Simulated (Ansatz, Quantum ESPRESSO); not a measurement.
# TlSi (Pm-3m): from the cell to the phonon bands, part 3 of 3

How does TlSi (Pm-3m) vibrate, and is this structure a minimum?

Quantum ESPRESSO 7.5; DFT LDA, scalar-relativistic, plane waves, JTH PAW pseudopotentials.

So far, lowest frequency on the path (cm⁻¹): step 8 (interpolated phonon bands) -43.7. Also highest frequency (cm⁻¹): step 8 133. The relaxed cell has a = 3.503 Å (conventional setting).

The structure was built from a prototype and need not be the compound's stable phase.

### 9. Sums over the zone

Sums over the zone need many more wavevectors than were solved, so the interpolation is sampled on a dense mesh.

Contents of matdyn.in:

```
 &input
    asr='simple',
    flfrc='x.fc',
    dos=.true.,
    fldos='x.dos',
    nk1=13,
    nk2=13,
    nk3=13,
    deltaE=0.3,
 /
```

Command:

```console
$ matdyn.x -in matdyn.in > matdyn.out
```

Numbers of over 12 decimals in the logs are rounded to 6 here.

The program printed:

```text
[banner, memory and clock lines left out]
Program MATDYN v.7.5

 mass for atomic type   1 not given; uses mass from file x.fc
 mass for atomic type   2 not given; uses mass from file x.fc
     Message from routine matdyn:
     Z* not found in file x.fc, TO-LO splitting at q=0 will be absent!

Note: The following floating-point exceptions are signalling: IEEE_UNDERFLOW_FLAG
```

Wall time 3.2 s (1 thread of Arm Neoverse V2, shared host).

Read from the output:

| Quantity | Value |
| --- | --- |
| share of modes beyond 3i cm⁻¹ on the dense interpolated mesh | 0.1604 |

The phonon density of states has structure finer than the step of the table below, so its rows give means over 5 cm⁻¹, whole bins alone (the curve runs from -43.6 to 133 cm⁻¹). Peaks (cm⁻¹: height): total -40.0: 0.0478, 47.3: 0.0586, 95.9: 0.0806, 98.6: 0.0890, 117.5: 0.130; Si -40.0: 0.0191, 95.9: 0.0742, 98.6: 0.0800, 117.5: 0.0861; Tl -40.0: 0.0286, 36.5: 0.0307, 47.3: 0.0523, 117.5: 0.0436.

Tetrahedra. The phonon density of states by wavenumber; means over each step; values in 1/cm⁻¹/cell:

```
wavenumber (cm⁻¹)    total       Si       Tl
              -40   0.0418   0.0167   0.0251
              -35   0.0377   0.0147   0.0230
              -30   0.0291   0.0109   0.0181
              -25   0.0220  0.00795   0.0141
              -20   0.0175  0.00607   0.0114
              -15   0.0141  0.00485  0.00929
              -10   0.0130  0.00437  0.00862
               -5   0.0127  0.00411  0.00864
                0   0.0117  0.00383  0.00788
                5   0.0106  0.00358  0.00705
               10   0.0110  0.00360  0.00738
               15   0.0130  0.00407  0.00892
               20   0.0200  0.00611   0.0139
               25   0.0244  0.00692   0.0175
               30   0.0292  0.00722   0.0220
               35   0.0344  0.00711   0.0273
               40   0.0372  0.00571   0.0315
               45   0.0509  0.00549   0.0455
               50   0.0499  0.00660   0.0433
               55   0.0465  0.00614   0.0404
               60   0.0385  0.00512   0.0334
               65   0.0194  0.00356   0.0158
               70  0.00901  0.00283  0.00618
               75  0.00114   4.5e-4   7.0e-4
               80  0.00786  0.00448  0.00338
               85   0.0163   0.0124  0.00391
               90   0.0315   0.0269  0.00466
               95   0.0712   0.0648  0.00649
              100   0.0739   0.0637   0.0101
              105   0.0622   0.0477   0.0145
              110   0.0818   0.0576   0.0242
              115   0.0940   0.0634   0.0307
              120    0.102   0.0684   0.0336
              125   0.0464   0.0316   0.0148
              130   0.0115  0.00850  0.00301
```

### 10. Modes with the sum rule

A rigid shift of the crystal must cost nothing, but grids and finite bases break this; the acoustic sum rule is imposed before the matrix is diagonalised again.

Contents of dynmat.in:

```
 &input
    fildyn='x.dyn1',
    asr='simple',
    fileig='dynmat.eig',
 /
```

Command:

```console
$ dynmat.x -in dynmat.in > dynmat.out
```

The program printed:

```text
[banner, memory and clock lines left out]
Program DYNMAT v.7.5

     Reading Dynamical Matrix from file x.dyn1
     ...Force constants read
     ...epsilon and Z* not read (not found on file)
     A direction for q was not specified:TO-LO splitting will be absent

     Polarizability (A^3 units)
     multiply by 1.000000 for Clausius-Mossotti correction
         0.000000    0.000000    0.000000
         0.000000    0.000000    0.000000
         0.000000    0.000000    0.000000

     IR activities are in (D/A)^2/amu units

# mode   [cm-1]    [THz]      IR
    1     -0.00   -0.0000    0.0000
    2     -0.00   -0.0000    0.0000
    3      0.00    0.0000    0.0000
    4    133.11    3.9906    0.0000
    5    133.11    3.9906    0.0000
    6    133.11    3.9906    0.0000
```

Wall time 0.47 s (1 thread).

This step gave:

```yaml
highest_optical_zone_centre_mode_no_lo_to_term: 133.1 cm⁻¹
lowest_optical_zone_centre_mode: 133.1 cm⁻¹
```

Unit eigenvectors of the mass-weighted matrix after the sum rule; no LO-TO term. The modes at Γ (shares of kinetic energy by element, %):

```csv
mode,frequency (cm⁻¹),symmetry,Si %,Tl %
1,0.0,acoustic,12,88
2,0.0,acoustic,12,88
3,0.0,acoustic,12,88
4,133.1,T1u,88,12
5,133.1,T1u,88,12
6,133.1,T1u,88,12
```

Displacements in mode 6 (133.1 cm⁻¹), the largest set to 1:
```
Si1  1.00  0.00  0.00
Tl2 -0.14  0.00  0.00
```

The rule moves no optical mode by more than 0.1 cm⁻¹.

### 11. Sum rules set otherwise (asr no)

Without the rule the raw error of the acoustic modes shows.

Contents of dynmat.in:

```
 &input
    fildyn='x.dyn1',
    asr='no',
    fileig='dynmat.eig',
 /
```

Command:

```console
$ dynmat.x -in dynmat.in > dynmat.out
```

The program printed:

```text
[banner, memory and clock lines left out]
Program DYNMAT v.7.5

     Reading Dynamical Matrix from file x.dyn1
     ...Force constants read
     ...epsilon and Z* not read (not found on file)
     A direction for q was not specified:TO-LO splitting will be absent

     Polarizability (A^3 units)
     multiply by 1.000000 for Clausius-Mossotti correction
         0.000000    0.000000    0.000000
         0.000000    0.000000    0.000000
         0.000000    0.000000    0.000000

     IR activities are in (D/A)^2/amu units

# mode   [cm-1]    [THz]      IR
    1     -1.36   -0.0406    0.0000
    2     -1.36   -0.0406    0.0000
    3     -1.36   -0.0406    0.0000
    4    133.03    3.9881    0.0000
    5    133.03    3.9881    0.0000
    6    133.03    3.9881    0.0000
```

Run time: 0.47 s. Hardware: 1 thread.

This step gave:

| Item | Value |
| --- | --- |
| highest optical zone-centre mode (no LO-TO term) | 133.0 cm⁻¹ |
| lowest optical zone-centre mode | 133.0 cm⁻¹ |

Zone-centre frequencies as printed; negative means imaginary. Modes:

```
mode  frequency (cm⁻¹)
   1             -1.36
   2             -1.36
   3             -1.36
   4               133
   5               133
   6               133
```

Against the first rule no mode moves by more than 1.4 cm⁻¹.

### 12. Sum rules set otherwise (asr crystal)

The rule can be imposed in more than one way; the choices should agree where the raw error is small.

Contents of dynmat.in:

```
 &input
    fildyn='x.dyn1',
    asr='crystal',
    fileig='dynmat.eig',
 /
```

Command:

```console
$ dynmat.x -in dynmat.in > dynmat.out
```

The program printed:

```text
[banner, memory and clock lines left out]
Program DYNMAT v.7.5

     Reading Dynamical Matrix from file x.dyn1
     ...Force constants read
     ...epsilon and Z* not read (not found on file)
     Acoustic Sum Rule: || Z*(ASR) - Z*(orig)|| =    0.000000E+00
     Acoustic Sum Rule: ||dyn(ASR) - dyn(orig)||=    9.694839E-05
     A direction for q was not specified:TO-LO splitting will be absent

     Polarizability (A^3 units)
     multiply by 1.000000 for Clausius-Mossotti correction
         0.000000    0.000000    0.000000
         0.000000    0.000000    0.000000
         0.000000    0.000000    0.000000

     IR activities are in (D/A)^2/amu units

# mode   [cm-1]    [THz]      IR
    1     -0.00   -0.0000    0.0000
    2      0.00    0.0000    0.0000
    3      0.00    0.0000    0.0000
    4    133.10    3.9901    0.0000
    5    133.10    3.9901    0.0000
    6    133.10    3.9901    0.0000
```

Elapsed: 0.47 s, on 1 thread.

Numbers from this step:

- highest optical zone-centre mode (no LO-TO term): 133.1 cm⁻¹
- lowest optical zone-centre mode: 133.1 cm⁻¹

Zone-centre frequencies as printed; negative means imaginary. Modes:

```csv
mode,frequency (cm⁻¹)
1,0
2,0
3,0
4,133.1
5,133.1
6,133.1
```

Against the first rule no mode moves by more than 0.1 cm⁻¹.

### 13. The dispersion under another sum rule (asr crystal)

The sum rule corrects the force constants themselves, so it can shift branches at any wavevector, low ones most.

Contents of matdyn.in:

```
 &input
    asr='crystal',
    flfrc='x.fc',
    flfrq='x.freq',
    flvec='x.modes',
    q_in_band_form=.true.,
    q_in_cryst_coord=.true.,
 /
8
  0.0000000   0.0000000   0.0000000   8  ! GAMMA
  0.0000000   0.5000000   0.0000000   8  ! X
  0.5000000   0.5000000   0.0000000   8  ! M
  0.0000000   0.0000000   0.0000000   8  ! GAMMA
  0.5000000   0.5000000   0.5000000   8  ! R
  0.0000000   0.5000000   0.0000000   1  ! X
  0.5000000   0.5000000   0.5000000   8  ! R
  0.5000000   0.5000000   0.0000000   1  ! M
```

Command:

```console
$ matdyn.x -in matdyn.in > matdyn.out
```

The program printed:

```text
[banner, memory and clock lines left out]
Program MATDYN v.7.5

 mass for atomic type   1 not given; uses mass from file x.fc
 mass for atomic type   2 not given; uses mass from file x.fc
 Norm of the difference between old and new effective charges:    0.000000

 Norm of the difference between old and new force-constants:   3.42764e-05

     Message from routine matdyn:
     Z* not found in file x.fc, TO-LO splitting at q=0 will be absent!
     Message from routine matdyn:
     Z* not found in file x.fc, TO-LO splitting at q=0 will be absent!

Note: The following floating-point exceptions are signalling: IEEE_UNDERFLOW_FLAG
```

Wall time 0.47 s (1 thread).

Read from the output:

| Quantity | Value |
| --- | --- |
| lowest frequency on the path | -43.77 cm⁻¹ |

At the labelled points the branches move by no more than 0.3 cm⁻¹.

### 14. The same in Ansatz

The same cell goes through another code, with its own cutoff. The potentials differ. Its k mesh is centred on Γ.

This step: DFT LDA, scalar-relativistic, plane waves, PseudoDojo norm-conserving pseudopotentials (Ansatz 0.2.0).

Contents of input.yaml:

```yaml
crystal:
  lattice:
    - [3.5028054895, 0.0, 0.0]
    - [0.0, 3.5028054895, 0.0]
    - [0.0, 0.0, 3.5028054895]
  atoms:
    - { symbol: Si, position: [0.0, 0.0, 0.0] }
    - { symbol: Tl, position: [0.5, 0.5, 0.5] }
kpoints:
  mp_grid: { grid: [10, 10, 10] }
hamiltonian:
  xc: lda
  pseudopotentials: { kind: nc, accuracy: standard }
scf:
  occupations: { method: cold, width: 0.27211 }
output:
  eigenvalues: true
phonons:
  method: dfpt
  qmesh: [2, 2, 2]
  temperatures: { t_max: 1000, t_step: 50 }
  qpath:
    path:
      - [[0.0, 0.0, 0.0], [0.0, 0.5, 0.0], [0.5, 0.5, 0.0], [0.0, 0.0, 0.0], [0.5, 0.5, 0.5], [0.0, 0.5, 0.0]]
      - [[0.5, 0.5, 0.5], [0.5, 0.5, 0.0]]
    npoints: 12
```

Command:

```console
$ ansatz run input.yaml --threads 4 --pin off --max-ram 8192MiB --backend cpu --events-out ev --progress --plain --runs-dir out
```

The program printed:

```text
Engine: ansatz 0.2.0, aarch64-unknown-linux-gnu
Pseudopotentials: kind: nc
Pseudopotential: Si, nc, valence charge 4, recommended cutoff 435.38218 eV (normal), Si.nc.azcp (PseudoDojo's, or run here from an input of PseudoDojo's; its table is named by hamiltonian.pseudopotentials.accuracy)
Pseudopotential: Tl, nc, valence charge 13, recommended cutoff 843.552974 eV (normal), Tl.nc.azcp (PseudoDojo's, or run here from an input of PseudoDojo's; its table is named by hamiltonian.pseudopotentials.accuracy)
Functional definition: SPW92
  exchange = slater_x
  correlation = pw_c
Crystal: 2 atoms, lattice volume = 42.978 Å³
Basis set: ecut = 843.552974 eV, 2373 PW (Γ), exchange–correlation on 72×72×72 points (8 copies of the dense FFT grid, shifted against one another)
Bands: 13, of which v1, the nominal top of the filled ones, is band 9 counted from 1 (8 counted from 0)
Symmetry: 48 space group operations
k-points: 56 of 1000
Non-local potential: Si, projectors of the file, l = 0: 2, l = 1: 2, l = 2: 2
Non-local potential: Tl, projectors of the file, l = 0: 2, l = 1: 2, l = 2: 2
Initial density: superposition of atomic densities (chi_scale 0.1, normalization cell, long waves kept (reshape's long-wave potential 0.00 eV rms))
Initial wavefunctions: pseudopotential atomic-orbital guess
Functional: x = slater, c = lda
SCF iter   1: F=—  HF=-1765.897787 eV  |F-HF|=—  |Δ(HF+E_count)|=         —  Δρ=1.48e-2  dr2=1.22e-1  ethr=3.10e-3  ⟨swp⟩=5.9  Hψ=9711  notcnv=0  defer=3
automatic band count: the SCF goes on with 17 bands, as 13 were too few: the levels above may hold too much charge
preconditioner: auto → none  [metal: Δε(μ)=0.036 eV  Ē_g=16.097 eV  σ=0.272 eV  W_gap=0.09  n_scr=6 (ndim 8)  ℏωp=23.4 eV  f_vac=0.000  D(μ)=1.05/eV (n_scr^D=6)  sad-step TF]
SCF iter   2: F=—  HF=-1765.862780 eV  |F-HF|=—  |Δ(HF+E_count)|=   3.50e-2  S|Δr|=    0.00e0  Δρ=7.95e-3  dr2=3.55e-2  ethr=7.17e-4  ⟨swp⟩=1.0  Hψ=1400  notcnv=0  defer=3
SCF iter   3: F=—  HF=-1765.849816 eV  |F-HF|=—  |Δ(HF+E_count)|=   1.30e-2  S|Δr|=    0.00e0  Δρ=9.28e-4  dr2=3.21e-4  ethr=2.09e-4  ⟨swp⟩=2.8  Hψ=1340  notcnv=0  defer=3
SCF iter   4: F=—  HF=-1765.849718 eV  |F-HF|=—  |Δ(HF+E_count)|=   9.77e-5  S|Δr|=    0.00e0  Δρ=2.32e-4  dr2=5.40e-5  ethr=1.89e-6  ⟨swp⟩=2.4  Hψ=1288  notcnv=0  defer=3
SCF iter   5: F=—  HF=-1765.849698 eV  |F-HF|=—  |Δ(HF+E_count)|=   2.05e-5  S|Δr|=    0.00e0  Δρ=4.80e-5  dr2=5.61e-7  ethr=3.18e-7  ⟨swp⟩=2.1  Hψ=1036  notcnv=0  defer=3
SCF iter   6: F=—  HF=-1765.849698 eV  |F-HF|=—  |Δ(HF+E_count)|=   4.11e-7  S|Δr|=    0.00e0  Δρ=1.72e-5  dr2=8.22e-8  ethr=3.30e-9  ⟨swp⟩=2.4  Hψ=1277  notcnv=0  defer=3
SCF iter   7: F=—  HF=-1765.849698 eV  |F-HF|=—  |Δ(HF+E_count)|=   3.08e-8  S|Δr|=    0.00e0  Δρ=2.97e-6  dr2=2.43e-9  ethr=4.84e-10  ⟨swp⟩=2.0  Hψ=1164  notcnv=0  defer=3
SCF iter   8: F=—  HF=-1765.849698 eV  |F-HF|=—  |Δ(HF+E_count)|=   1.11e-9  S|Δr|=    0.00e0  Δρ=4.49e-7  dr2=7.60e-11  ethr=1.43e-11  ⟨swp⟩=2.0  Hψ=1207  notcnv=0  defer=3
SCF iter   9: F=-1765.849698 eV  HF=-1765.849698 eV  |F-HF|=0.00e0  |Δ(HF+E_count)|=  2.68e-11  S|Δr|=    0.00e0  Δρ=3.86e-8  dr2=5.14e-13  ethr=1.00e-12  ⟨swp⟩=12.4  Hψ=5779  notcnv=0
SCF 1 converged in 9 iterations: F = -1765.849698 eV  dr2 = 5.14e-13
phonons: the bands overlap, so this run is a metal and interpolates without the dipole-dipole term. If the crystal is really an insulator or semiconductor, its LO-TO splitting is missing
NSCF: frozen V_eff on 56 k-points
NSCF: frozen V_eff on 126 k-points
DFPT response loops at q = (0, 0, 0) (fractional): preconditioner auto → Kerker (q_TF=auto, 2.338 Å⁻¹) (partly filled bands, converged f_vac=0.000); β = 1.00, the filter's whole step (`scf.mixing.beta` (0.50) is not read by the response loops under this deck's `scf.mixing.preconditioner`; to damp them name `kerker` or `kerker_dos`, under which they read `scf.mixing.beta`, and type it under 1.00, their step now; both keys bind the ground state too); Broyden in place of MSR1
NSCF: frozen V_eff on 432 k-points
DFPT response loops at q = (0, 0, -0.5) (fractional): mixed as the last ones told, above
NSCF: frozen V_eff on 432 k-points
DFPT response loops at q = (0, -0.5, -0.5) (fractional): mixed as the last ones told, above
NSCF: frozen V_eff on 252 k-points
DFPT response loops at q = (-0.5, -0.5, -0.5) (fractional): mixed as the last ones told, above
SCF converged after 9 iterations
Stability not checked: this state was not tested for a lower state beside it, because cold or Methfessel-Paxton smearing, or corrected tetrahedra, fill the levels in a way that the test cannot read (fill_not_monotonic; see scf.lower_state_search)
Free energy (F): -1765.849698 eV
Harris-Foulkes:  -1765.849698 eV  (|F-HF|=0.00e0)
Internal energy: -1765.856693 eV  (E = F + TS)
E sigma→0 (E₀):  -1765.852030 eV
Entropy (-TS):   0.006994 eV (3.497 meV/atom)
Fermi energy:    10.430028 eV
--- Per-component energies (eV) ---
  E_band       = 31.350607
  E_kinetic    = 890.724716
  E_local      = -898.480819  (includes V_loc(G=0)·N_el)
  E_nonlocal   = -265.854297
  E_hartree    = 315.474062
  E_xc         = -557.390561
  E_vxc        = -325.987096  (∫ρ·V_xc dr)
  E_ewald      = -1250.329795
  E_smearing   = 0.006994  (= −TS)
  E_closure    = 0.000000  (closes the sum)
  Σ components = -1765.849698   (vs F -1765.849698, Δ=0.00e0)
--- Band table (eV; the first three rows and the last of 56) ---
  k-point 0: bands = [... 5 lower, -0.7370, 9.4584, 10.6713, 10.6713, 10.6713, 15.5312, 15.5312, 21.3172, ... 4 higher]
  k-point 1: bands = [... 5 lower, -0.7348, 8.4320, 10.8160, 10.8160, 11.2043, 15.5642, 16.2461, 20.4371, ... 4 higher]
  k-point 2: bands = [... 5 lower, -0.6449, 6.7854, 11.2375, 11.2375, 11.7943, 15.6573, 17.5884, 18.8662, ... 4 higher]
  k-point 55: bands = [... 5 lower, 5.2896, 7.3295, 9.7805, 9.7805, 9.7805, 10.0767, 10.0767, 10.0767, ... 4 higher]
--- Phonons (Γ-DFPT): 2 representative perturbations + reference (Σ response iterations 5) ---
  ASR residual: 6.816e-5 → 0.000e0 eV/Å²; symmetrization residual: 1.329e-6 eV/Å²
  ASR residual per site (eV/Å²): 8.58e-6 6.82e-5
  Γ frequencies (cm⁻¹): 0.00 0.00 0.00 133.40 133.40 133.40
--- Phonons (arbitrary-q DFPT): 4 irreducible q on the 2×2×2 mesh ---
  q = [0.0000, 0.0000, 0.0000] (star 1, of the zone-centre solve; hermiticity 1.64e-6, symmetrization 3.00e-14): -0.00 0.00 0.00 133.40 133.40 133.40
  q = [0.0000, 0.0000, -0.5000] (star 3, 4 solved perturbations in 684 linear systems a pass and spin channel, the states on 216 of 1000 k-point pairs; hermiticity 8.07e-14, symmetrization 1.26e-12, the responses' own estimated error 5.1e-5 eV/Å²): 48.02 48.02 49.89 82.00 99.02 99.02
  q = [0.0000, -0.5000, -0.5000] (star 3, 4 solved perturbations in 684 linear systems a pass and spin channel, the states on 216 of 1000 k-point pairs; hermiticity 1.28e-7, symmetrization 4.24e-14, the responses' own estimated error 5.3e-5 eV/Å²): -43.96 -43.96 39.01 94.02 130.59 130.59
  q = [-0.5000, -0.5000, -0.5000] (star 1, 2 solved perturbations on 126 of 1000 k-point pairs; hermiticity 1.83e-13, symmetrization 5.82e-12, the responses' own estimated error 4.6e-5 eV/Å²): 74.00 74.00 74.00 79.40 79.40 79.40
  sum rule: each row above includes the acoustic sum rule's correction from the zone centre's row sums; it moved no ω² by more than (0.30 cm⁻¹)²
  mesh force constants: q→R imaginary residual 2.59e-17; ASR residual 6.816e-5 → 0.000e0 eV/Å²; symmetrization residual 1.554e-15 eV/Å²
  interpolated dispersion: 74 rows × 6 modes
  density of states and harmonic sums: on the 18×18×18 q-mesh, interpolated from the force constants of a 2×2×2 supercell (no non-analytic term)
  largest difference from the sums on the solved wave vectors: F 5.98e-2 eV, S 6.86e-5 and C_V 9.28e-6 eV/K
  zero-point energy: 0.025406 eV/cell   skipped modes (ω ≤ 0): 208, of them read as no rigid motion or as one in doubt: 205 (1.023e0 modes/cell left out, lowest -44.14 cm⁻¹)   left out of the sums: 1.71e-1 of the cell's modes: C_V's classical limit lies that fraction below 3 k_B per atom; for a crystal, a wire or a layer, F and S can be off by more, and a phonons.interpolated_qmesh denser along its periods is the remedy for the sampling
```

Run time: 36 s. Hardware: 4 threads; peak memory 1 GiB.

Numbers from this step:

```
sum-rule residual before enforcement                               : 6.82e-5 eV/Å²
lowest frequency on the path                                       : -44.18 cm⁻¹
share of modes beyond 3i cm⁻¹ on the dense interpolated mesh       : 0.1677
highest optical zone-centre mode (no LO-TO term)                   : 133.4 cm⁻¹
lowest optical zone-centre mode                                    : 133.4 cm⁻¹
lowest mode on the q mesh (acoustic ones at the zone centre apart) : -43.96 cm⁻¹
```

### 15. Side by side: QE JTH and Ansatz, PseudoDojo

Worked out from the results:

* root-mean-square difference: 0.63 cm⁻¹
* largest difference: 1.45 cm⁻¹
* root-mean-square difference on the path: 0.4 cm⁻¹
* largest difference on the path: 1.3 cm⁻¹

The 12 of 21 modes that differ most. Frequencies side by side:

| q (reciprocal lattice) | mode | QE JTH (cm⁻¹) | Ansatz, PseudoDojo (cm⁻¹) |
| --- | --- | --- | --- |
| 0 0 0 | 4 | 133 | 133.4 |
| 0 0 0 | 5 | 133 | 133.4 |
| 0 0 0 | 6 | 133 | 133.4 |
| 0 0 -0.5 | 3 | 50.26 | 49.89 |
| 0 0 -0.5 | 5 | 98.3 | 99.02 |
| 0 0 -0.5 | 6 | 98.3 | 99.02 |
| 0 -0.5 -0.5 | 1 | -43.58 | -43.96 |
| 0 -0.5 -0.5 | 2 | -43.58 | -43.96 |
| 0 -0.5 -0.5 | 5 | 130.4 | 130.6 |
| -0.5 -0.5 -0.5 | 1 | 72.55 | 74 |
| -0.5 -0.5 -0.5 | 2 | 72.55 | 74 |
| -0.5 -0.5 -0.5 | 3 | 72.55 | 74 |

The interpolated bands of the two lie on top of each other.

At the solved wavevectors the largest difference (acoustic modes at Γ apart) is 1 % of the highest mode.

### 16. Summary of results

- space group after relaxation: Pm-3m
- volume per atom: 21.5 Å³
- highest optical zone-centre mode (no LO-TO term): 133.1 cm⁻¹
- q mesh: 2×2×2
- lowest mode on the q mesh (acoustic ones at the zone centre apart): -43.6 cm⁻¹
- imaginary modes on the q mesh: yes
- largest difference from Ansatz, PseudoDojo: 1.45 cm⁻¹

**Reading.** TlSi (Pm-3m) is unstable: a mode solved on the 2×2×2 mesh is imaginary, 44i cm⁻¹; its spectrum reaches 133 cm⁻¹. At the LDA level the optical modes of TlSi (Pm-3m) at the zone centre lie at 133 cm⁻¹. The most unstable solved mode lies at q = (0, -0.5, -0.5), on the zone boundary, so the distortion that it points to doubles the cell. QE JTH and Ansatz, PseudoDojo differ by 0.6 cm⁻¹ in the root mean square and by 1.4 cm⁻¹ at most, 1.1 % of the highest mode compared (acoustic modes at Γ left out; ph.x's values are those before the sum rule); the two use different potentials, and the cell was not relaxed for the second set. These are harmonic frequencies at zero temperature: anharmonic shifts and linewidths and thermal expansion are left out. Spin-orbit coupling is left out, which can matter for the heavy elements here. In a metal the frequencies hang on the k mesh and the smearing, most of all near Kohn anomalies. The runs are without spin polarisation, although the cell has an odd electron count or an open d or f shell, so a magnetic state was not tested. The q mesh stands for a supercell only 7.0 Å across, so branches between the solved wavevectors are rough. The structure is a hypothetical one, built on a prototype.

[Host names and launcher messages were left out of these logs when they were recorded.]

[Logs are printed without paths, hosts, clocks, repeated set-up lines and the standing remarks that a program may print on its own settings, such as how far it seeks lower states.]

[Hosts, paths, dates, database ids (printed as entryN), source tags and the programs' standing remarks are cut or masked in the printed files.]
